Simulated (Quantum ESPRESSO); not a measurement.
# VClO: which magnetic order is lowest, part 2 of 2

Does VClO prefer parallel or opposed moments, or none?

Quantum ESPRESSO 7.5; PBEsol; plane waves with GBRV 1.5 PBEsol potentials, no spin-orbit coupling.

So far, absolute magnetization (μB): step 2 (run 1 (ferro ++)) 4.22.

### Step 3. Run 2 (antiferro +−)

File pw.in:

```
&CONTROL
  calculation = 'scf'
  prefix = 'pwscf'
  outdir = './tmp'
  pseudo_dir = './pseudo'
  disk_io = 'nowf'
/
&SYSTEM
  ibrav = 0
  celldm(1) = 8
  nat = 6
  ntyp = 4
  ecutwfc = 40
  ecutrho = 280
  nbnd = 36
  occupations = 'smearing'
  smearing = 'fd'
  degauss = 0.00367493
  nspin = 2
  starting_magnetization(1) = 0.1538
  starting_magnetization(2) = -0.1538
  starting_magnetization(3) = 0
  starting_magnetization(4) = 0
/
&ELECTRONS
  conv_thr = 1.2d-08
  electron_maxstep = 150
  mixing_beta = 0.3
/
ATOMIC_SPECIES
V1     50.9415 v_pbesol_v1.4.uspp.F.UPF
V2     50.9415 v_pbesol_v1.4.uspp.F.UPF
Cl     35.4500 cl_pbesol_v1.4.uspp.F.UPF
O      15.9990 o_pbesol_v1.2.uspp.F.UPF
CELL_PARAMETERS alat
   0.7795120264081    0.0000000000000    0.0000000000000
   0.0000000000000    0.8928955938857    0.0000000000000
   0.0000000000000    0.0000000000000    1.8684667057237
ATOMIC_POSITIONS crystal
V1      0.0000000000    0.5000000000    0.1148000000
V2      0.5000000000    0.0000000000    0.8852000000
Cl      0.5000000000    0.5000000000    0.3279000000
Cl      0.0000000000    0.0000000000    0.6721000000
O       0.5000000000    0.5000000000    0.9542000000
O       0.0000000000    0.0000000000    0.0458000000
K_POINTS automatic
6 6 6 0 0 0
```

On the command line:

```console
OMP_NUM_THREADS=1 mpirun -n 4 pw.x -nk 4 -in pw.in > pw.out
```

What it wrote:

```text
[banner, memory and clock lines left out]
Program PWSCF v.7.5 starts

     Message from routine setup:
     using ibrav=0 with symmetry is DISCOURAGED, use correct ibrav instead

     bravais-lattice index     =            0
     lattice parameter (alat)  =       8.0000  a.u.
     unit-cell volume          =     665.8537 (a.u.)^3
     number of atoms/cell      =            6
     number of atomic types    =            4
     number of electrons       =        52.00
     number of Kohn-Sham states=           36
     kinetic-energy cutoff     =      40.0000  Ry
     charge density cutoff     =     280.0000  Ry
     scf convergence threshold =      1.2E-08
     mixing beta               =       0.3000
     number of iterations used =            8  plain     mixing
     Exchange-correlation= SLA  PW   PSX  PSC
                           (   1   4  10   8   0   0   0)

     celldm(1)=   8.000000  celldm(2)=   0.000000  celldm(3)=   0.000000
     celldm(4)=   0.000000  celldm(5)=   0.000000  celldm(6)=   0.000000

     crystal axes: (cart. coord. in units of alat)
               a(1) = (   0.779512   0.000000   0.000000 )
               a(2) = (   0.000000   0.892896   0.000000 )
               a(3) = (   0.000000   0.000000   1.868467 )

     reciprocal axes: (cart. coord. in units 2 pi/alat)
               b(1) = (  1.282854  0.000000  0.000000 )
               b(2) = (  0.000000  1.119952  0.000000 )
               b(3) = (  0.000000  0.000000  0.535198 )

     PseudoPot. # 1 for V  read from file:
     v_pbesol_v1.4.uspp.F.UPF
     Pseudo is Ultrasoft + core correction, Zval = 13.0

     PseudoPot. # 2 for V  read from file:
     v_pbesol_v1.4.uspp.F.UPF
     Pseudo is Ultrasoft + core correction, Zval = 13.0

     PseudoPot. # 3 for Cl read from file:
     cl_pbesol_v1.4.uspp.F.UPF
     Pseudo is Ultrasoft + core correction, Zval =  7.0

     PseudoPot. # 4 for O  read from file:
     o_pbesol_v1.2.uspp.F.UPF
     Pseudo is Ultrasoft + core correction, Zval =  6.0

     atomic species   valence    mass     pseudopotential
     V1               13.00    50.94150     V ( 1.00)
     V2               13.00    50.94150     V ( 1.00)
     Cl                7.00    35.45000     Cl( 1.00)
     O                 6.00    15.99900     O ( 1.00)

     Starting magnetic structure
     atomic species   magnetization
     V1              0.154
     V2             -0.154
     Cl              0.000
     O               0.000

      4 Sym. Ops. (no inversion) found

   Cartesian axes

     site n.     atom                  positions (alat units)
         1        V1     tau(   1) = (   0.0000000   0.4464478   0.2145000  )
         2        V2     tau(   2) = (   0.3897560   0.0000000   1.6539667  )
         3        Cl     tau(   3) = (   0.3897560   0.4464478   0.6126702  )
         4        Cl     tau(   4) = (   0.0000000   0.0000000   1.2557965  )
         5        O      tau(   5) = (   0.3897560   0.4464478   1.7828909  )
         6        O      tau(   6) = (   0.0000000   0.0000000   0.0855758  )

     number of k points=    64  Fermi-Dirac smearing, width (Ry)=  0.0037
                       cart. coord. in units 2pi/alat
        k(    1) = (   0.0000000   0.0000000   0.0000000), wk =   0.0046296
        k(    2) = (   0.0000000   0.0000000   0.0891997), wk =   0.0092593
        k(    3) = (   0.0000000   0.0000000   0.1783994), wk =   0.0092593
        k(    4) = (   0.0000000   0.0000000  -0.2675991), wk =   0.0046296
        k(    5) = (   0.0000000   0.1866586   0.0000000), wk =   0.0092593
        [... 59 further k-points ...]

     Dense  grid:    52689 G-vectors     FFT dimensions: (  36,  40,  80)

     Smooth grid:    22757 G-vectors     FFT dimensions: (  25,  30,  64)

     Check: negative core charge=   -0.000002
     Generating pointlists ...
     new r_m :   0.1917 (alat units)  1.5335 (a.u.) for type    1
     new r_m :   0.1917 (alat units)  1.5335 (a.u.) for type    2
     new r_m :   0.2298 (alat units)  1.8387 (a.u.) for type    3
     new r_m :   0.1917 (alat units)  1.5335 (a.u.) for type    4

     Initial potential from superposition of free atoms

     starting charge      51.9977, renormalised to      52.0000

     negative rho (up, down):  1.558E-02 1.558E-02
     Starting wfcs are   36 randomized atomic wfcs

     Self-consistent Calculation

     iteration #  1     ecut=    40.00 Ry     beta= 0.30
     Davidson diagonalization with overlap
     ethr =  1.00E-02,  avg # of iterations =  5.1

     negative rho (up, down):  1.577E-02 1.577E-02

     total energy              =    -421.06734641 Ry
     estimated scf accuracy    <       1.07609099 Ry

     total magnetization       =    -0.00 Bohr mag/cell
     absolute magnetization    =     3.84 Bohr mag/cell

     iteration #  2     ecut=    40.00 Ry     beta= 0.30
     Davidson diagonalization with overlap
     ethr =  2.07E-03,  avg # of iterations =  2.0

     negative rho (up, down):  1.579E-02 1.579E-02

     total energy              =    -421.29725161 Ry
     estimated scf accuracy    <       0.12383632 Ry

     total magnetization       =     0.00 Bohr mag/cell
     absolute magnetization    =     4.02 Bohr mag/cell

     [... further iterations left out ...]

     iteration # 13     ecut=    40.00 Ry     beta= 0.30
     Davidson diagonalization with overlap
     ethr =  1.66E-10,  avg # of iterations =  2.0

     negative rho (up, down):  1.593E-02 1.593E-02

     total energy              =    -421.32381398 Ry
     estimated scf accuracy    <       0.00000003 Ry

     total magnetization       =     0.00 Bohr mag/cell
     absolute magnetization    =     4.07 Bohr mag/cell

     iteration # 14     ecut=    40.00 Ry     beta= 0.30
     Davidson diagonalization with overlap
     ethr =  5.53E-11,  avg # of iterations =  2.0

     negative rho (up, down):  1.593E-02 1.593E-02

     Magnetic moment per site  (integrated on atomic sphere of radius R)
     atom   1 (R=0.192)  charge=  9.7557  magn=  1.4566
     atom   2 (R=0.192)  charge=  9.7557  magn= -1.4567
     atom   3 (R=0.230)  charge=  5.1284  magn= -0.0103
     atom   4 (R=0.230)  charge=  5.1284  magn=  0.0103
     atom   5 (R=0.192)  charge=  5.4398  magn=  0.0391
     atom   6 (R=0.192)  charge=  5.4397  magn= -0.0391

     End of self-consistent calculation

     Number of k-points >= 100: set verbosity='high' to print the bands.

     the Fermi energy is     7.5163 ev

!    total energy              =    -421.32381400 Ry
     estimated scf accuracy    <          6.8E-09 Ry
     smearing contrib. (-TS)   =      -0.00371810 Ry
     internal energy E=F+TS    =    -421.32009590 Ry

     The total energy is F=E-TS. E is the sum of the following terms:
     one-electron contribution =    -379.66765635 Ry
     hartree contribution      =     207.98345666 Ry
     xc contribution           =     -72.07284761 Ry
     ewald contribution        =    -177.56304860 Ry

     total magnetization       =    -0.00 Bohr mag/cell
     absolute magnetization    =     4.07 Bohr mag/cell

     convergence has been achieved in  14 iterations
```

Wall time 50 s (4 MPI ranks of Intel Xeon Platinum 8488C (Sapphire Rapids), shared host); peak memory 0.8 GiB.

Spin moment in the atom's sphere by atom:

```csv
atom,spin moment in the atom's sphere (μB)
V1,1.46
V2,-1.46
Cl3,-0.01
Cl4,0.01
O5,0.04
O6,-0.04
```

This step gave:

- smearing term TS: 0.05059 eV
- magnetization: 0 μB
- absolute magnetization: 4.071 μB
- final state: antiferromagnetic

### Step 4. Start 3: no spin polarisation

pw.in, as its differences from that of step 3:

```diff
@@ -11,3 +11,3 @@
   nat = 6
-  ntyp = 4
+  ntyp = 3
   ecutwfc = 40
@@ -18,7 +18,2 @@
   degauss = 0.00367493
-  nspin = 2
-  starting_magnetization(1) = 0.1538
-  starting_magnetization(2) = -0.1538
-  starting_magnetization(3) = 0
-  starting_magnetization(4) = 0
 /
@@ -30,4 +25,3 @@
 ATOMIC_SPECIES
-V1     50.9415 v_pbesol_v1.4.uspp.F.UPF
-V2     50.9415 v_pbesol_v1.4.uspp.F.UPF
+V      50.9415 v_pbesol_v1.4.uspp.F.UPF
 Cl     35.4500 cl_pbesol_v1.4.uspp.F.UPF
@@ -39,4 +33,4 @@
 ATOMIC_POSITIONS crystal
-V1      0.0000000000    0.5000000000    0.1148000000
-V2      0.5000000000    0.0000000000    0.8852000000
+V       0.0000000000    0.5000000000    0.1148000000
+V       0.5000000000    0.0000000000    0.8852000000
 Cl      0.5000000000    0.5000000000    0.3279000000
```

What it wrote:

```text
     [... lines left out ...]
Program PWSCF v.7.5 starts
     [... lines left out ...]
     number of atoms/cell      =            6
     [... lines left out ...]
     number of electrons       =        52.00
     number of Kohn-Sham states=           36
     kinetic-energy cutoff     =      40.0000  Ry
     charge density cutoff     =     280.0000  Ry
     scf convergence threshold =      1.2E-08
     [... lines left out ...]
      8 Sym. Ops., with inversion, found ( 4 have fractional translation)
     [... lines left out ...]
     number of k points=    64  Fermi-Dirac smearing, width (Ry)=  0.0037
     [... lines left out ...]
     iteration # 12     ecut=    40.00 Ry     beta= 0.30
     [... lines left out ...]
     the Fermi energy is     7.8884 ev
!    total energy              =    -421.24993607 Ry
     estimated scf accuracy    <          1.3E-09 Ry
     smearing contrib. (-TS)   =      -0.00654611 Ry
     [... lines left out ...]
     convergence has been achieved in  12 iterations
```

It took 26 s on 4 MPI ranks; peak memory 0.5 GiB.

This step gave:

| Property | Result |
| --- | --- |
| smearing term TS | 0.08906 eV |
| final state | non-magnetic (no spin polarisation) |

### Step 5. The states side by side

An order is kept where moments of 0.15 μB or more survive with the typed signs; meshes match where a doubled cell samples the same k points as the first cell.

Orders:

```csv
start,final state,typed order kept,energy over the lowest (meV a seeded atom),largest site moment (μB),net moment (μB a cell of the first run),mesh matched,CPU time (s)
ferro ++,ferromagnetic,yes,0,1.507,4,yes,198.3
antiferro +-,antiferromagnetic,yes,30.34,1.457,0,yes,201.1
no spin polarisation,non-magnetic,-,532.9,0,0,yes,101.2
```

### Step 6. What came out

```yaml
lowest_state_found: ferromagnetic (from ferro ++)
largest_site_moment: 1.51 μB
next_state_with_moments: antiferromagnetic, 30.3 meV a seeded atom higher
state_without_moments: 533 meV a seeded atom higher
```

In words: Forming the moments gains more than four times the spread of the orders, as local moments do. This is the lowest of 3 collinear or spinless starts, no proof of the ground state. No Hubbard term acts here. In such compounds local and semilocal functionals without one often delocalise the d electrons, and can shrink or lose moments and miss the size, sign and order of the couplings. The smearing term is large for its width, so states at the Fermi level are partly filled: at this level the cell is a metal or has a gap of a few widths at most.

[Logs and program files are shortened in this print: banners, set-up blocks, solver, clock and traceback lines can be left out without a mark of their own.]

[Logs are printed without paths, hosts, clocks, repeated set-up lines and the standing remarks that a program may print on its own settings, such as how far it seeks lower states.]

[Hosts, paths, dates, database ids (printed as entryN), source tags and the programs' standing remarks are cut or masked in the printed files.]

[Where a cell is said to come from a database of computed structures, the database is the Materials Project.]
